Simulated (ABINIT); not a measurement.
**SrTiO3 (Tausonite): G0W0 with ABINIT, start to end**

How does a plane-wave GW calculation on SrTiO3 (Tausonite) run from the first input to the gap?

Method: LDA and many-body steps on it, plane waves, in ABINIT 10.8.3.

**What was measured.**

- Gap 3.77 eV: direct gap (M0 critical point); spectroscopic ellipsometry, second-derivative fit; 300 K; bulk crystal (commercial single crystal) (“Optical probe of ferroelectric order in bulk and thin film perovskite titanates”, 2013, arxiv:1309.1245).

This is a report of a sequence of runs, with most program output left out.

### 1. Set-up

It takes space group Pm-3m (No. 221, cubic). Conventional cell: a = 3.905 Å, b = 3.905 Å, c = 3.905 Å, α = 90.00°, β = 90.00°, γ = 90.00°. Nearest to Sr lie 12 O at 2.76 Å. Nearest to Ti lie 6 O at 1.95 Å. Nearest to O lie 2 Ti at 1.95 Å and 4 Sr at 2.76 Å. Farther neighbours and most contacts between anions are not listed.

The cell and positions come from the Crystallography Open Database and are kept as given unless a step says otherwise.

### 2. Ground state

This step: ABINIT 10.8.3; DFT, LDA, plane waves, norm-conserving pseudopotentials.

The ground-state density comes first.

Contents of run.abi:

```
acell 3*1.0 Angstrom
rprim 
  3.905280000000 0.000000000000 0.000000000000
  0.000000000000 3.905280000000 0.000000000000
  0.000000000000 0.000000000000 3.905280000000
ntypat 3
znucl 38 22 8
natom 5
typat 1 2 3 3 3
xred 
  0.500000000000 0.500000000000 0.500000000000
  0.000000000000 0.000000000000 0.000000000000
  0.500000000000 0.000000000000 0.000000000000
  0.000000000000 0.500000000000 0.000000000000
  0.000000000000 0.000000000000 0.500000000000
pp_dirpath "pseudos"
pseudos "Sr.upf, Ti.upf, O.upf"
ecut 38
ngkpt 6 6 6
nshiftk 1
shiftk 0 0 0
kptopt 1
chksymbreak 0
nband 26
occopt 1
tolvrs 1e-10
nstep 60
prtwf 0
indata_prefix "in"
outdata_prefix "out"
tmpdata_prefix "tmp"
```

Launch:

```
$ OMP_NUM_THREADS=1 mpirun -n 4 abinit run.abi > log
```

Elapsed: 38 s, on 4 MPI ranks of Arm Neoverse V1, shared host; peak memory 0.34 GiB; 2.5 min of CPU time.

Numbers from this step:

- total energy: -3905.0721 eV
- gap: 1.808 eV
- k of the valence top: 0.5, 0.5, 0.5
- k of the conduction bottom: 0, 0, 0
- least direct gap: 2.166 eV
- pressure: -8.012 GPa

The gap is indirect, with the least direct gap 0.36 eV higher.

The cutoff was set for levels, not for stress, so the pressure can be off by some GPa.

### 3. Bands along the symmetry lines

Levels along a band path, at the cheap level, show where the edges lie and whether the meshes to come will hold them.

Contents of run.abi:

```
acell 3*1.0 Angstrom
rprim 
  3.905280000000 0.000000000000 0.000000000000
  0.000000000000 3.905280000000 0.000000000000
  0.000000000000 0.000000000000 3.905280000000
ntypat 3
znucl 38 22 8
natom 5
typat 1 2 3 3 3
xred 
  0.500000000000 0.500000000000 0.500000000000
  0.000000000000 0.000000000000 0.000000000000
  0.500000000000 0.000000000000 0.000000000000
  0.000000000000 0.500000000000 0.000000000000
  0.000000000000 0.000000000000 0.500000000000
pp_dirpath "pseudos"
pseudos "Sr.upf, Ti.upf, O.upf"
ecut 38
iscf -2
irdden 1
kptopt 0
nkpt 50
kpt 
  0.00000000 0.00000000 0.00000000
  0.00000000 0.06250000 0.00000000
  0.00000000 0.12500000 0.00000000
  0.00000000 0.18750000 0.00000000
  0.00000000 0.25000000 0.00000000
  0.00000000 0.31250000 0.00000000
  0.00000000 0.37500000 0.00000000
  0.00000000 0.43750000 0.00000000
  0.00000000 0.50000000 0.00000000
  0.06250000 0.50000000 0.00000000
  0.12500000 0.50000000 0.00000000
  0.18750000 0.50000000 0.00000000
  0.25000000 0.50000000 0.00000000
  0.31250000 0.50000000 0.00000000
  0.37500000 0.50000000 0.00000000
  0.43750000 0.50000000 0.00000000
  0.50000000 0.50000000 0.00000000
  0.43750000 0.43750000 0.00000000
  0.37500000 0.37500000 0.00000000
  0.31250000 0.31250000 0.00000000
  0.25000000 0.25000000 0.00000000
  0.18750000 0.18750000 0.00000000
  0.12500000 0.12500000 0.00000000
  0.06250000 0.06250000 0.00000000
  0.00000000 0.00000000 0.00000000
  0.06250000 0.06250000 0.06250000
  0.12500000 0.12500000 0.12500000
  0.18750000 0.18750000 0.18750000
  0.25000000 0.25000000 0.25000000
  0.31250000 0.31250000 0.31250000
  0.37500000 0.37500000 0.37500000
  0.43750000 0.43750000 0.43750000
  0.50000000 0.50000000 0.50000000
  0.43750000 0.50000000 0.43750000
  0.37500000 0.50000000 0.37500000
  0.31250000 0.50000000 0.31250000
  0.25000000 0.50000000 0.25000000
  0.18750000 0.50000000 0.18750000
  0.12500000 0.50000000 0.12500000
  0.06250000 0.50000000 0.06250000
  0.00000000 0.50000000 0.00000000
  0.50000000 0.50000000 0.50000000
  0.50000000 0.50000000 0.43750000
  0.50000000 0.50000000 0.37500000
  0.50000000 0.50000000 0.31250000
  0.50000000 0.50000000 0.25000000
  0.50000000 0.50000000 0.18750000
  0.50000000 0.50000000 0.12500000
  0.50000000 0.50000000 0.06250000
  0.50000000 0.50000000 0.00000000
istwfk *1
nband 31
nbdbuf 6
tolwfr 1e-07
nstep 50
prtwf 0
prtvol 0
indata_prefix "in"
outdata_prefix "out"
tmpdata_prefix "tmp"
```

Elapsed: 40 s, on 4 MPI ranks; peak memory 0.37 GiB; 2.7 min of CPU time.

Numbers from this step:

```yaml
gap: 1.808 eV
k_of_the_valence_top: 0.5, 0.5, 0.5
k_of_the_conduction_bottom: 0, 0, 0
least_direct_gap: 2.166 eV
```

The gap is 1.808 eV, as in the run before at this level.

The electronic bands at the labelled points (eV, zero at the top of the highest filled band):

```tsv
point	band 17	band 18	band 19	band 20	band 21	band 22	band 23	band 24
Γ	-1.18	-0.36	-0.36	-0.36	1.81	1.81	1.81	4.42
halfway	-1.68	-1.64	-0.60	-0.60	1.89	2.90	2.90	4.43
X	-2.38	-2.02	-0.74	-0.74	1.98	3.79	3.79	4.44
halfway	-1.90	-1.47	-1.34	-0.65	2.97	3.80	3.91	5.17
M	-1.74	-1.57	-1.57	-0.09	3.80	3.80	4.26	5.40
halfway	-1.73	-1.37	-1.08	-0.74	2.86	3.01	3.27	5.05
Γ	-1.18	-0.36	-0.36	-0.36	1.81	1.81	1.81	4.42
halfway	-2.82	-0.93	-0.93	-0.63	3.34	3.40	3.40	6.57
R	-3.76	0.00	0.00	0.00	4.49	4.49	4.49	6.91
halfway	-2.75	-0.96	-0.81	-0.53	3.48	3.99	4.01	6.53
X	-2.38	-2.02	-0.74	-0.74	1.98	3.79	3.79	4.44
jump to R	-3.76	0.00	0.00	0.00	4.49	4.49	4.49	6.91
halfway	-3.17	-0.68	-0.68	-0.04	4.09	4.09	4.37	6.82
M	-1.74	-1.57	-1.57	-0.09	3.80	3.80	4.26	5.40
```

### 4. Empty states on the mesh, 4×4×4 mesh, 155 bands

The sums over transitions need many empty states on a uniform mesh; this step solves for them.

Contents of run.abi:

```
acell 3*1.0 Angstrom
rprim 
  3.905280000000 0.000000000000 0.000000000000
  0.000000000000 3.905280000000 0.000000000000
  0.000000000000 0.000000000000 3.905280000000
ntypat 3
znucl 38 22 8
natom 5
typat 1 2 3 3 3
xred 
  0.500000000000 0.500000000000 0.500000000000
  0.000000000000 0.000000000000 0.000000000000
  0.500000000000 0.000000000000 0.000000000000
  0.000000000000 0.500000000000 0.000000000000
  0.000000000000 0.000000000000 0.500000000000
pp_dirpath "pseudos"
pseudos "Sr.upf, Ti.upf, O.upf"
ecut 38
ngkpt 4 4 4
nshiftk 1
shiftk 0 0 0
kptopt 1
chksymbreak 0
irdden 1
istwfk *1
nband 155
prtvol 0
optdriver 6
gwr_task "HDIAGO"
paral_kgb 0
occopt 1
indata_prefix "in"
outdata_prefix "out"
tmpdata_prefix "tmp"
```

Wall time 3.4 min (4 MPI ranks); peak memory 4.6 GiB; 13 min of CPU time.

This step gave:

```
gap                                                           : 1.808 eV
k of the valence top                                          : 0.5, 0.5, 0.5
k of the conduction bottom                                    : 0, 0, 0
least direct gap                                              : 2.166 eV
k points computed                                             : 10
lowest point of the top converged band, above the valence top : 83.4414 eV
```

On this mesh the gap is 1.808 eV.

### 5. Screening, 4×4×4 mesh, 147 bands, screening to 130.6 eV

The RPA dielectric matrix is built and inverted for each q.

This step: RPA screening on LDA, plane waves, norm-conserving pseudopotentials.

Changes to run.abi since step 4:

```diff
@@ -23,10 +23,11 @@
 chksymbreak 0
-irdden 1
 istwfk *1
-nband 155
-prtvol 0
-optdriver 6
-gwr_task "HDIAGO"
-paral_kgb 0
 occopt 1
+irdwfk 1
+optdriver 3
+nband 147
+ecuteps 4.8
+inclvkb 2
+awtr 1
+symchi 1
 indata_prefix "in"
```

Elapsed: 89 s, on 4 MPI ranks; peak memory 1.2 GiB; 5.9 min of CPU time.

Numbers from this step:

* ε∞ with local fields, on this mesh, along the program's q direction: 6.677
* the same without local fields: 7.044
* plasma frequency: 30.43 eV
* plane waves in the screening matrix: 203

Local fields lower ε∞ by 5 %. On a Γ-centred mesh this coarse the value itself is usually too large, while a short band sum pulls it down.

### 6. Self-energy, 4×4×4 mesh, 147 bands, screening to 130.6 eV

The self-energy is evaluated for the states that the input lists, and the levels follow from it, in one-shot runs by the linearised quasiparticle equation.

This step: G0W0 on LDA, plane waves, norm-conserving pseudopotentials.

Changes to run.abi since step 5:

```diff
@@ -26,8 +26,33 @@
 irdwfk 1
-optdriver 3
+optdriver 4
 nband 147
+gwcalctyp 0
+ecutsigx 38
+symsigma 1
+nkptgw 10
+kptgw 
+  0.0000000000 0.0000000000 0.0000000000
+  0.2500000000 0.0000000000 0.0000000000
+  0.5000000000 0.0000000000 0.0000000000
+  0.2500000000 0.2500000000 0.0000000000
+  0.5000000000 0.2500000000 0.0000000000
+  0.5000000000 0.5000000000 0.0000000000
+  0.2500000000 0.2500000000 0.2500000000
+  0.5000000000 0.2500000000 0.2500000000
+  0.5000000000 0.5000000000 0.2500000000
+  0.5000000000 0.5000000000 0.5000000000
+bdgw 
+  12 31
+  12 31
+  12 31
+  12 31
+  12 31
+  12 31
+  12 31
+  12 31
+  12 31
+  12 31
 ecuteps 4.8
-inclvkb 2
-awtr 1
-symchi 1
+irdscr 1
+ppmodel 1
 indata_prefix "in"
```

Elapsed: 6.3 min, on 4 MPI ranks; peak memory 2 GiB; 25 min of CPU time.

This step gave:

```yaml
g0w0_gap_on_the_mesh: 3.570 eV
starting_gap_on_the_mesh: 1.808 eV
k_of_the_valence_top: 0.5, 0.5, 0.5
k_of_the_conduction_bottom: 0, 0, 0
z_at_the_valence_top: 0.768
z_at_the_conduction_bottom: 0.784
least_direct_g0w0_gap_on_the_computed_points: 3.937 eV
```

The gap on the mesh goes from 1.81 eV to 3.57 eV, a correction of +1.76 eV.

Limits: finite bands, cutoff and mesh; no spin-orbit coupling; coarse k mesh. v1 is the top filled band, c1 the lowest empty one. Levels before and after the correction, in eV, zero at the valence-band top of each column:

```tsv
	conduction bottom	valence top
Kohn-Sham	1.81	0.00
G0W0	3.57	0.00
```

```tsv
	level	energy (eV)
Kohn-Sham	Γ v3-v1	-0.358
Kohn-Sham	Γ c1-c3	1.808
Kohn-Sham	(0.5 0.5 0.5) v3-v1	0.000
Kohn-Sham	(0.5 0.5 0.5) c1-c3	4.491
G0W0	Γ v3-v1	-0.367
G0W0	Γ c1-c3	3.570
G0W0	(0.5 0.5 0.5) v3-v1	0.000
G0W0	(0.5 0.5 0.5) c1-c3	6.412
```

### 7. Where the time went

Times are wall times on 4 MPI ranks of Arm Neoverse V1, shared host, good to a factor of about two.

```tsv
step	time	share	memory (GiB)
ground state	38 s	5 %	0.34
bands along the symmetry lines	40 s	5 %	0.37
empty states on the mesh	3.4 min	27 %	4.6
screening	89 s	12 %	1.2
self-energy	6.3 min	51 %	2.0
```

### 8. Summary of results

```
LDA gap              : 1.81 eV, indirect
G0W0 gap on the mesh : 3.57 eV
GW settings          : 4×4×4 mesh, 147 bands, screening to 130.6 eV, Godby-Needs plasmon pole
known limits         : not at the basis limit; no spin-orbit coupling; coarse k mesh
```

In words: G0W0 moves the gap on the mesh from 1.81 eV to 3.57 eV (+1.76 eV), with Z of 0.77 and 0.78 at the edges. Local fields lower the RPA ε∞ on this mesh from 7.04 to 6.68; a Γ-centred mesh this coarse tends to raise both, most where the direct gap is narrow, while a short band sum lowers them. The dearest step here is «self-energy». Against experiment, by G0W0@LDA: the direct gap of 3.94 eV lies +0.17 eV from the measured 3.77 eV (direct, 300 K, 2013). An exciton line or allowed optical edge lies below the quasiparticle gap by the binding energy; a forbidden edge can push the onset above it. The calculation has static nuclei and no excitons; a measured gap holds zero-point and thermal motion, which mostly lowers it. Bands and cutoff are finite, so the gap is not at the basis limit. The miss can reach some tenths of an eV and take either sign; the mesh is an error of its own. The 4×4×4 mesh is coarse for this cell, which bears on the long-range parts of exchange and screening. This is the ideal cubic cell; many perovskites, halides above all, are cubic only on average, and local tilts or off-centring can widen the gap. The many-body steps are scalar-relativistic: spin-orbit coupling is not in them.

[Paths, hosts, dates, memory and timing lines, banners, echoed tables and standing remarks are left out of the program output.]

[Logs are printed without paths, hosts, clocks, repeated set-up lines and the standing remarks that a program may print on its own settings, such as how far it seeks lower states.]

[Runs of the session that timed out or met a known fault of the program may be left out.]

[Hosts, paths, dates, database ids (printed as entryN), source tags and the programs' standing remarks are cut or masked in the printed files.]

[G0W0 gaps are taken among the corrected bands and points alone; a level outside them can change the order at an edge.]

[Where Ansatz stands beside ABINIT at settings called matched, ABINIT's density can come from a denser mesh and the files from another edition; pairs whose starting gaps differed by over 0.03 eV were left out, so agreement reads better than it is.]
